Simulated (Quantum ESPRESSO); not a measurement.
**KF (Carobbiite): from Born charge to LO-TO splitting**

How high does the longitudinal optical mode of KF (Carobbiite) lie, given the transverse one, the Born charge and ε∞?

Calculated with Quantum ESPRESSO 7.5; DFT LDA, scalar-relativistic, plane waves, PseudoDojo norm-conserving pseudopotentials.

### 1. The relaxed structure

It takes space group Fm-3m (No. 225, cubic). Conventional cell: a = 5.158 Å, b = 5.158 Å, c = 5.158 Å, α = 90.00°, β = 90.00°, γ = 90.00°. K has 6 F at 2.58 Å nearest. Nearest to F lie 6 K at 2.58 Å. Farther neighbours and most contacts between anions are not listed.

As a file:

```cif
data_structure
_symmetry_space_group_name_H-M 'P 1'
_symmetry_Int_Tables_number 1
_cell_length_a 3.6475
_cell_length_b 3.6475
_cell_length_c 3.6475
_cell_angle_alpha 60.000
_cell_angle_beta 60.000
_cell_angle_gamma 60.000
_cell_volume 34.31
loop_
_atom_site_label
_atom_site_type_symbol
_atom_site_fract_x
_atom_site_fract_y
_atom_site_fract_z
_atom_site_occupancy
K1 K 0.00000 0.00000 0.00000 1
F2 F 0.50000 0.50000 0.50000 1
```

This is the cell after its relaxation at this level of theory, not the database cell from which that began.

### 2. What the response run gave

A linear-response run on the relaxed cell, with the response to an electric field; only its zone-centre results are used. Cutoff 84 Ry, k mesh 8×8×8.

The program printed:

```text
[banners, grids, parts of the stress and lines that vanish by symmetry left out]
Program PHONON v.7.5
     Reading xml data from directory:

[...]
Exchange-correlation= PW
                           (   1   4   0   0   0   0   0)
[...]
(   8 q-points):
[...]
kinetic-energy cut-off    =      84.0000  Ry
     charge density cut-off    =     336.0000  Ry
     convergence threshold     =      1.0E-18
[...]
Exchange-correlation= PW
                           (   1   4   0   0   0   0   0)
[...]
q = (   0.0000000   0.0000000   0.0000000 )
     49 Sym.Ops. (with q -> -q+G )
     G cutoff =  808.7190  (  24045 G-vectors)     FFT grid: ( 45, 45, 45)
     number of k points=    29
[...]
Mode symmetry, O_h (m-3m)  point group:
[...]
Dielectric constant
[...]
End of electric fields calculation
          Dielectric constant in cartesian axis
          (       2.095299189       0.000000000       0.000000000 )
          (       0.000000000       2.095299189      -0.000000000 )
          (       0.000000000      -0.000000000       2.095299189 )
          Effective charges (d Force / dE) in cartesian axis without acoustic sum rule applied (asr)
           atom    1  K     Mean Z*:        1.15081
      Ex  (        1.15081       -0.00000       -0.00000 )
      Ey  (       -0.00000        1.15081        0.00000 )
      Ez  (       -0.00000        0.00000        1.15081 )
           atom    2  F     Mean Z*:       -1.15077
      Ex  (       -1.15077        0.00000        0.00000 )
      Ey  (        0.00000       -1.15077        0.00000 )
      Ez  (        0.00000       -0.00000       -1.15077 )
          Effective charges Sum: Mean:        0.00004
[...]
Effective charges (d Force / dE) in cartesian axis with asr applied:
           atom    1  K     Mean Z*:        1.15079
[...]
atom    2  F     Mean Z*:       -1.15079
[...]
Representation #   1 modes #   1   2   3
[...]
End of self-consistent calculation
     Convergence has been achieved
     Representation #   2 modes #   4   5   6
[...]
End of self-consistent calculation
     Convergence has been achieved
[...]
Dielectric constant in cartesian axis
          (       2.095299189       0.000000000       0.000000000 )
          (       0.000000000       2.095299189      -0.000000000 )
          (       0.000000000      -0.000000000       2.095299189 )
          Effective charges (d Force / dE) in cartesian axis without acoustic sum rule applied (asr)
           atom    1  K     Mean Z*:        1.15081
[...]
Mode symmetry, C_s (m)     point group:
[...]
q = (    0.750000000  -0.250000000   0.750000000 )
[...]
Mode symmetry, C_s (m)     point group:
     freq (   1-   1) =        107.4  [cm-1]   --> A''
     freq (   2-   2) =        139.5  [cm-1]   --> A'
     freq (   3-   3) =        168.4  [cm-1]   --> A'
     freq (   4-   4) =        207.8  [cm-1]   --> A''
     freq (   5-   5) =        216.0  [cm-1]   --> A'
     freq (   6-   6) =        248.8  [cm-1]   --> A'
[...]
Mode symmetry, C_2v (mm2)  point group:
[...]
q = (    0.500000000   0.000000000   0.500000000 )
[...]
Mode symmetry, C_2v (mm2)  point group:
     freq (   1-   1) =        106.4  [cm-1]   --> B_2  D_4  S_4
     freq (   2-   2) =        129.2  [cm-1]   --> B_1  D_3  S_3
     freq (   3-   3) =        179.3  [cm-1]   --> A_1  D_1  S_1
     freq (   4-   4) =        192.9  [cm-1]   --> B_1  D_3  S_3
     freq (   5-   5) =        219.9  [cm-1]   --> B_2  D_4  S_4
     freq (   6-   6) =        268.2  [cm-1]   --> A_1  D_1  S_1
[...]
Mode symmetry, D_4h(4/mmm) point group:
[...]
Convergence has been achieved
[...]
Convergence has been achieved
[...]
Convergence has been achieved
[...]
Convergence has been achieved
[...]
q = (    0.000000000  -1.000000000   0.000000000 )
[...]
freq (    5) =       6.541862 [THz] =     218.213013 [cm-1]
     freq (    6) =       6.841795 [THz] =     228.217701 [cm-1]
[...]
Mode symmetry, D_4h(4/mmm) point group:
     freq (   1-   2) =         87.2  [cm-1]   --> E_u  X_5' M_5'
     freq (   3-   3) =        170.2  [cm-1]   --> A_2u X_4' M_4'
     freq (   4-   5) =        218.2  [cm-1]   --> E_u  X_5' M_5'
     freq (   6-   6) =        228.2  [cm-1]   --> A_2u X_4' M_4'
[...]
Mode symmetry, D_2d (-42m) point group:
[...]
Representation #   1 mode #   1
[...]
Convergence has been achieved
     Representation #   2 mode #   2
[...]
Convergence has been achieved
     Representation #   3 modes #   3   4
[...]
End of self-consistent calculation
     Convergence has been achieved
     Representation #   4 modes #   5   6
[...]
End of self-consistent calculation
     Convergence has been achieved
[...]
q = (   -0.500000000  -1.000000000   0.000000000 )
[...]
freq (    1) =       4.072903 [THz] =     135.857408 [cm-1]
     freq (    2) =       4.072903 [THz] =     135.857408 [cm-1]
     freq (    3) =       4.549220 [THz] =     151.745640 [cm-1]
     freq (    4) =       6.449096 [THz] =     215.118683 [cm-1]
     freq (    5) =       6.705900 [THz] =     223.684748 [cm-1]
     freq (    6) =       6.705900 [THz] =     223.684748 [cm-1]
[...]
Mode symmetry, D_2d (-42m) point group:
     freq (   1-   2) =        135.9  [cm-1]   --> E    X_5  W_3
     freq (   3-   3) =        151.7  [cm-1]   --> B_2  X_3  W_2
     freq (   4-   4) =        215.1  [cm-1]   --> A_1  X_1  W_1
     freq (   5-   6) =        223.7  [cm-1]   --> E    X_5  W_3

   JOB DONE.
```

| quantity | value |
| --- | --- |
| cell volume Ω (Å³) | 34.314 |
| mass of K (u) | 39.098 |
| mass of F (u) | 18.998 |
| Born charge of K, raw (e) | 1.151 |
| Born charge of F, raw (e) | -1.151 |
| ε∞ | 2.095 |
| ω(TO) after the sum rule (cm⁻¹) | 211.0 |

### 3. The calculation

The charges must sum to zero over the cell; taking off their mean, 0.000 e, leaves Z* = 1.151 e on K. In the polar mode K moves against F, so the reduced mass is μ = 39.10 × 19.00 / 58.10 = 12.786 u.

A longitudinal wave builds up a field that adds to the restoring force: ω(LO)² = ω(TO)² + 4π Z*² / (μ Ω ε∞), in Hartree atomic units. With μ = 23307 electron masses and Ω = 231.56 bohr³ the second term is 1.4717e-06 Ha², or 70889 cm⁻² (1 Ha = 219474.6 cm⁻¹).

So ω(LO) = √(44508 + 70889) = 339.7 cm⁻¹, and by the Lyddane-Sachs-Teller relation ε₀ = ε∞ (ω(LO)/ω(TO))² = 5.43.

### 4. Check against the program

The analysis program adds the same non-analytic term to the full matrix, here for q along (1 0 0).

The program printed:

```text
[banner, memory and clock lines left out]
Program DYNMAT v.7.5

     Reading Dynamical Matrix from file x.dyn1
     ...Force constants read
     ...epsilon and Z* read

     Polarizability (A^3 units)
     multiply by 0.732547 for Clausius-Mossotti correction
         2.990842    0.000000    0.000000
         0.000000    2.990842   -0.000000
         0.000000   -0.000000    2.990842

     IR activities are in (D/A)^2/amu units

# mode   [cm-1]    [THz]      IR
    1     -0.00   -0.0000    0.0000
    2      0.00    0.0000    0.0000
    3      0.00    0.0000    0.0000
    4    210.97    6.3248    2.3897
    5    210.97    6.3248    2.3897
    6    339.70   10.1841    2.3897
```

ε₀ comes from the program's run without a direction of q.

```csv
quantity,by hand,program
ω(LO) (cm⁻¹),339.7,339.7
ε₀,5.43,5.43
```

### 5. Outcome

```yaml
to_mode: 211.0 cm⁻¹
lo_mode: 339.7 cm⁻¹
static_dielectric_constant: 5.432
```

The LO mode of KF (Carobbiite) lies at 340 cm⁻¹, 129 cm⁻¹ above the TO mode; the formula meets the program within 0.1 cm⁻¹, as it must for a cubic crystal with one polar mode. ω(LO)² − ω(TO)² goes with Z*²/ε∞: an error of 5 % in ε∞ would move the LO mode by 5.0 cm⁻¹, and semilocal functionals tend to overestimate ε∞. These are harmonic values at zero temperature, at the volume of this functional, for the structure held cubic; stability elsewhere in the zone is no part of this calculation.

[Host names and launcher messages were left out of these logs when they were recorded.]

[Logs are printed without paths, hosts, clocks, repeated set-up lines and the standing remarks that a program may print on its own settings, such as how far it seeks lower states.]

[Hosts, paths, dates, database ids (printed as entryN), source tags and the programs' standing remarks are cut or masked in the printed files.]
